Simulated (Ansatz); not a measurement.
# Work function of Au(100): what the settings cost and change

Aim: the numerical settings behind the work function of Au(100), with the cost of each.

Program: Ansatz 0.2.0. Level of theory: plane-wave DFT, PBE, Ansatz PAW. Results are calculated unless marked as measured.

Report form: the programs' logs are mostly left out.

## (1) Set-up

The cell holds 7 atoms: 7 Au. Its edges and angles: a = 2.885 Å, b = 2.885 Å, c = 30.240 Å, α = 90.0°, β = 90.0°, γ = 90.0°. Vacuum lies along c.

## (2) Run, setting cutoff 200 eV

A work function rests on the faint tail of the density, so the SCF threshold is tight. The cutoff is raised first; then mesh and smearing are varied at the default cutoff.

File input.yaml:

```yaml
crystal:
  lattice:
    - [2.8849956672, 0.0, 0.0]
    - [0.0, 2.8849956672, 0.0]
    - [0.0, 0.0, 30.24]
  atoms:
    - { symbol: Au, position: [0.0, 0.0, 0.2976190476] }
    - { symbol: Au, position: [0.5, 0.5, 0.3650793651] }
    - { symbol: Au, position: [0.0, 0.0, 0.4325396825] }
    - { symbol: Au, position: [0.5, 0.5, 0.5] }
    - { symbol: Au, position: [0.0, 0.0, 0.5674603175] }
    - { symbol: Au, position: [0.5, 0.5, 0.6349206349] }
    - { symbol: Au, position: [0.0, 0.0, 0.7023809524] }
kpoints:
  mp_grid: { grid: [14, 14, 1] }
hamiltonian:
  xc: pbe
scf:
  occupations: { method: fermi_dirac, width: 0.1 }
  convergence: { dr2_threshold: 1.0e-09 }
efield:
  axis: 3
  dipole_correction: true
  ramp_position: 0.97
  ramp_width: 0.06
basis:
  ecutwfc: "200 eV"
output:
  write_potential: true
  write_density: true
  volumetric_format: npy
  elf: true
```

The run is started by

```bash
> ansatz run input.yaml --threads 2 --pin off --max-ram 3072MiB --backend cpu --events-out ev --progress --plain --runs-dir out
```

Elapsed: 46 s, on 2 threads of Arm Neoverse N1, shared host; peak memory 0.48 GiB; 83 s of CPU time.

Numbers from this step:

| Item | Value |
| --- | --- |
| energy at zero smearing | -91976.4294 eV |
| work function, upper face | 5.521 eV |

Running mean over 2.04 Å of the planar mean; the ramp of the sawtooth is left out. The electron's electrostatic potential energy less the Fermi level by z:

```csv
z (Å),electron's electrostatic potential energy less the Fermi level (eV)
4,5.42
5,5.34
6,5.20
7,4.45
8,-2.03
9,-8.09
10,-8.69
11,-8.87
12,-8.91
13,-8.91
14,-8.92
15,-8.92
16,-8.92
17,-8.91
18,-8.91
19,-8.89
20,-8.75
21,-8.38
22,-4.21
23,3.72
24,5.14
25,5.32
26,5.40
27,5.46
```

ELF in the ca plane at fractional y = 0.000, with atoms of Au within 0.2 Å of it. It is the smooth field of the valence electrons, not physical close to the nuclei.

Values, 5 rows by 16 columns, each cell a mean:
```
0.16 0.14 0.47 0.56 0.17 0.13 0.43 0.58 0.20 0.13 0.40 0.59 0.28 0.02 0.00 0.00
0.22 0.24 0.24 0.28 0.22 0.24 0.23 0.30 0.21 0.24 0.22 0.32 0.17 0.01 0.00 0.00
0.23 0.24 0.20 0.20 0.23 0.25 0.20 0.21 0.22 0.25 0.19 0.24 0.12 0.01 0.00 0.00
0.20 0.21 0.32 0.39 0.20 0.22 0.30 0.41 0.20 0.21 0.28 0.43 0.21 0.01 0.00 0.00
0.15 0.12 0.52 0.61 0.17 0.11 0.47 0.63 0.21 0.10 0.44 0.65 0.31 0.02 0.00 0.00
```
Columns run along c (16.0 Å, from fractional 0.34 to 0.87 of the cell), rows up along a (2.9 Å). Atoms in or near the plane, at fractional coordinates: Au at (0.43, 0.00), Au at (0.57, 0.00), Au at (0.70, 0.00).

Electrostatic potential energy in the ca plane at fractional y = 0.000, with atoms of Au within 0.2 Å of it. With pseudopotentials it is smooth inside the atoms' cores, unlike the true potential.

Ten even steps from '0' (-47 eV) to '9' (12 eV), each cell a mean:
```
89999840003899998500027999996100169999999999
99999863126899999731258999998422489999999999
99999987678999999876789999999877899999999999
99999999889999999998899999999988999999999999
99999998889999999988889999999888899999999999
99999975457999999864478999998644689999999999
89999851014899998610037999997200279999999999
89999730002799998400016999986100058999999999
```
Columns run along c (16.0 Å, from fractional 0.34 to 0.87 of the cell; values clipped at the 3rd and 97th percentile), rows up along a (2.9 Å). Atoms in or near the plane, at fractional coordinates: Au at (0.43, 0.00), Au at (0.57, 0.00), Au at (0.70, 0.00).

Valence density in the ca plane at fractional y = 0.000, with atoms of Au within 0.2 Å of it. It is the smooth field of the valence electrons, not physical close to the nuclei.

Values in units of 1e0 e/Å³, 5 rows by 16 columns, each cell a mean:
```
0.2 0.2 4.0 5.9 0.3 0.2 3.2 6.6 0.4 0.1 2.6 7.1 0.5 0.0 0.0 0.0
0.2 0.2 0.7 0.9 0.2 0.2 0.6 1.0 0.2 0.2 0.5 1.1 0.1 0.0 0.0 0.0
0.2 0.2 0.2 0.3 0.2 0.2 0.2 0.3 0.2 0.2 0.2 0.3 0.1 0.0 0.0 0.0
0.2 0.2 1.4 2.1 0.2 0.2 1.1 2.3 0.3 0.2 0.9 2.5 0.2 0.0 0.0 0.0
0.2 0.2 5.1 7.7 0.3 0.2 4.2 8.5 0.5 0.1 3.3 9.2 0.6 0.0 0.0 0.0
```
Columns run along c (16.0 Å, from fractional 0.34 to 0.87 of the cell), rows up along a (2.9 Å). Atoms in or near the plane, at fractional coordinates: Au at (0.43, 0.00), Au at (0.57, 0.00), Au at (0.70, 0.00).

The work function is 5.521 eV. The program marks this work function as in doubt.

## (3) Run

input.yaml, as its differences from that of step 2:

```diff
@@ -26,3 +26,3 @@
 basis:
-  ecutwfc: "200 eV"
+  ecutwfc: "300 eV"
 output:
@@ -31,2 +31 @@
   volumetric_format: npy
-  elf: true
```

Run time: 77 s. Hardware: 2 threads; peak memory 0.67 GiB; 2.3 min of CPU time.

The work function is 5.073 eV, -0.448 eV from the run “cutoff 200 eV”, at 1.7 times its CPU time.

## (4) Slab

input.yaml, as its differences from that of step 3:

```diff
@@ -26,3 +26,3 @@
 basis:
-  ecutwfc: "300 eV"
+  ecutwfc: "420 eV"
 output:
```

Run time: 98 s. Hardware: 2 threads; peak memory 0.96 GiB.

The work function is 5.072 eV, -0.449 eV from the run “cutoff 200 eV”, at 2.1 times its CPU time.

## (5) Run

input.yaml, as its differences from that of step 4:

```diff
@@ -26,3 +26,3 @@
 basis:
-  ecutwfc: "420 eV"
+  ecutwfc: "600 eV"
 output:
```

Wall time 2.8 min (2 threads); peak memory 1.5 GiB.

The work function is 5.072 eV, +0.000 eV from the run “cutoff 420 eV”, at 1.7 times its CPU time.

## (6) Run

input.yaml, as its differences from that of step 5:

```diff
@@ -14,3 +14,3 @@
 kpoints:
-  mp_grid: { grid: [14, 14, 1] }
+  mp_grid: { grid: [2, 2, 1] }
 hamiltonian:
@@ -25,4 +25,2 @@
   ramp_width: 0.06
-basis:
-  ecutwfc: "600 eV"
 output:
```

Elapsed: 7.5 s, on 2 threads; peak memory 0.48 GiB; 9 s of CPU time.

The work function is 4.670 eV, -0.402 eV from the run “cutoff 420 eV”, at 0.051 times its CPU time.

## (7) Slab

input.yaml, as its differences from that of step 6:

```diff
@@ -14,3 +14,3 @@
 kpoints:
-  mp_grid: { grid: [2, 2, 1] }
+  mp_grid: { grid: [5, 5, 1] }
 hamiltonian:
```

The job ended after 24 s (2 threads; peak memory 0.51 GiB).

The work function is 5.094 eV, +0.023 eV from the run “cutoff 420 eV”, at 0.18 times its CPU time.

## (8) Run

input.yaml, as its differences from that of step 7:

```diff
@@ -14,3 +14,3 @@
 kpoints:
-  mp_grid: { grid: [5, 5, 1] }
+  mp_grid: { grid: [9, 9, 1] }
 hamiltonian:
```

The job ended after 47 s (2 threads; peak memory 0.67 GiB; 80 s of CPU time).

The work function is 5.098 eV, +0.027 eV from the run “cutoff 420 eV”, at 0.45 times its CPU time.

## (9) Run

input.yaml, as its differences from that of step 8:

```diff
@@ -14,3 +14,3 @@
 kpoints:
-  mp_grid: { grid: [9, 9, 1] }
+  mp_grid: { grid: [21, 21, 1] }
 hamiltonian:
```

Wall time 3.3 min (2 threads); peak memory 1.4 GiB; 5.9 min of CPU time.

The work function is 5.084 eV, +0.012 eV from the run “cutoff 420 eV”, at 2.0 times its CPU time.

## (10) Slab

input.yaml, as its differences from that of step 9:

```diff
@@ -14,3 +14,3 @@
 kpoints:
-  mp_grid: { grid: [21, 21, 1] }
+  mp_grid: { grid: [14, 14, 1] }
 hamiltonian:
@@ -18,3 +18,3 @@
 scf:
-  occupations: { method: fermi_dirac, width: 0.1 }
+  occupations: { method: gaussian, width: 0.05 }
   convergence: { dr2_threshold: 1.0e-09 }
```

Run time: 99 s. Hardware: 2 threads; peak memory 0.96 GiB; 2.9 min of CPU time.

The work function is 5.041 eV, -0.030 eV from the run “cutoff 420 eV”, at 0.98 times its CPU time.

## (11) Slab

input.yaml, as its differences from that of step 10:

```diff
@@ -18,3 +18,3 @@
 scf:
-  occupations: { method: gaussian, width: 0.05 }
+  occupations: { method: methfessel_paxton, width: 0.2 }
   convergence: { dr2_threshold: 1.0e-09 }
```

It took 94 s on 2 threads; peak memory 0.96 GiB; 2.8 min of CPU time.

The work function is 5.059 eV, -0.012 eV from the run “cutoff 420 eV”, at 0.96 times its CPU time.

## (12) Slab

input.yaml, as its differences from that of step 11:

```diff
@@ -18,3 +18,3 @@
 scf:
-  occupations: { method: methfessel_paxton, width: 0.2 }
+  occupations: { method: fermi_dirac, width: 0.3 }
   convergence: { dr2_threshold: 1.0e-09 }
```

Run time: 1.9 min. Hardware: 2 threads; peak memory 1.1 GiB.

The work function is 5.112 eV, +0.041 eV from the run “cutoff 420 eV”, at 1.2 times its CPU time.

## (13) Slab

input.yaml, as its differences from that of step 12:

```diff
@@ -18,3 +18,3 @@
 scf:
-  occupations: { method: fermi_dirac, width: 0.3 }
+  occupations: { method: cold, width: 0.1 }
   convergence: { dr2_threshold: 1.0e-09 }
```

The job ended after 97 s (2 threads; peak memory 0.96 GiB; 2.9 min of CPU time).

The work function is 5.049 eV, -0.023 eV from the run “cutoff 420 eV”, at 0.98 times its CPU time.

## (14) The series together

Times are for 2 threads of Arm Neoverse N1, shared host. The runs compared:

```csv
no.,setting,"work function, upper face (eV)",time,memory (GiB)
1,cutoff 200 eV,5.521,46 s,0.48
2,cutoff 300 eV,5.073,77 s,0.67
3,cutoff 420 eV,5.072,98 s,0.96
4,cutoff 600 eV,5.072,2.8 min,1.5
5,mesh 2x2,4.670,7.5 s,0.48
6,mesh 5x5,5.094,24 s,0.51
7,mesh 9x9,5.098,47 s,0.67
8,mesh 21x21,5.084,3.3 min,1.4
9,Gaussian smearing 0.05 eV,5.041,99 s,0.96
10,methfessel_paxton smearing 0.2 eV,5.059,94 s,0.96
11,fermi_dirac smearing 0.3 eV,5.112,1.9 min,1.1
12,cold smearing 0.1 eV,5.049,97 s,0.96
```

## (15) A changed input

An input spoilt on purpose, to show how the run answers: it repeats the earlier run “cutoff 200 eV” with efield.axis from 3 to 0, and scf.max_iter set to 50; its output block differs too.

input.yaml, as its differences from that of step 13:

```diff
@@ -18,6 +18,7 @@
 scf:
-  occupations: { method: cold, width: 0.1 }
+  occupations: { method: fermi_dirac, width: 0.1 }
   convergence: { dr2_threshold: 1.0e-09 }
+  max_iter: 50
 efield:
-  axis: 3
+  axis: 0
   dipole_correction: true
@@ -25,2 +26,4 @@
   ramp_width: 0.06
+basis:
+  ecutwfc: "200 eV"
 output:
```

Run time: 0.03 s. Hardware: 2 threads; peak memory 0.06 GiB.

The input was rejected at the start.

The program's message: “Error: invalid value for `efield.axis`: must be in [1, 3]; got 0”

The fault put into the input: an axis of 0, outside the range 1 to 3.

## (16) Results

| Quantity | Value |
| --- | --- |
| work function, cutoff 200 eV | 5.521 eV |
| work function, cutoff 420 eV | 5.072 eV |
| work function, cutoff 600 eV | 5.072 eV |
| work function, mesh 2x2 | 4.670 eV |

**Reading.** The run at the highest cutoff gives 5.07 eV, and the settings tried spread the value from 4.67 to 5.52 eV. Against 600 eV, a cutoff of 200 eV is off by +0.449 eV. Against 600 eV, a cutoff of 420 eV is off by -0.000 eV. Against the finest mesh, 21 points along a, the coarser ones are off by -0.41 (2), +0.01 (5) and +0.01 (9) eV. The smearing schemes and widths spread it over 0.07 eV. The program marks the value as in doubt in “cutoff 200 eV”. A compiled measured value is 5.22 eV (arxiv:1702.08515, 2017), but the real face reconstructs and these slabs don't, so it is no test of the method. The ladder's slabs use the tabulated experimental lattice constant (two decimals; a low-temperature value for the alkali metals). In 1 run of the series (cutoff 200 eV) the program warns that electrons reach the sawtooth's ramp, which makes dipole and work function less sure.

[Logs are printed without paths, hosts, clocks, repeated set-up lines and the standing remarks that a program may print on its own settings, such as how far it seeks lower states.]

[Hosts, paths, dates, database ids (printed as entryN), source tags and the programs' standing remarks are cut or masked in the printed files.]

[Maps of the electrostatic potential energy from Ansatz leave out the sawtooth potential of an applied field or a dipole correction, so their vacuum need not be flat; planar profiles and work functions include it.]
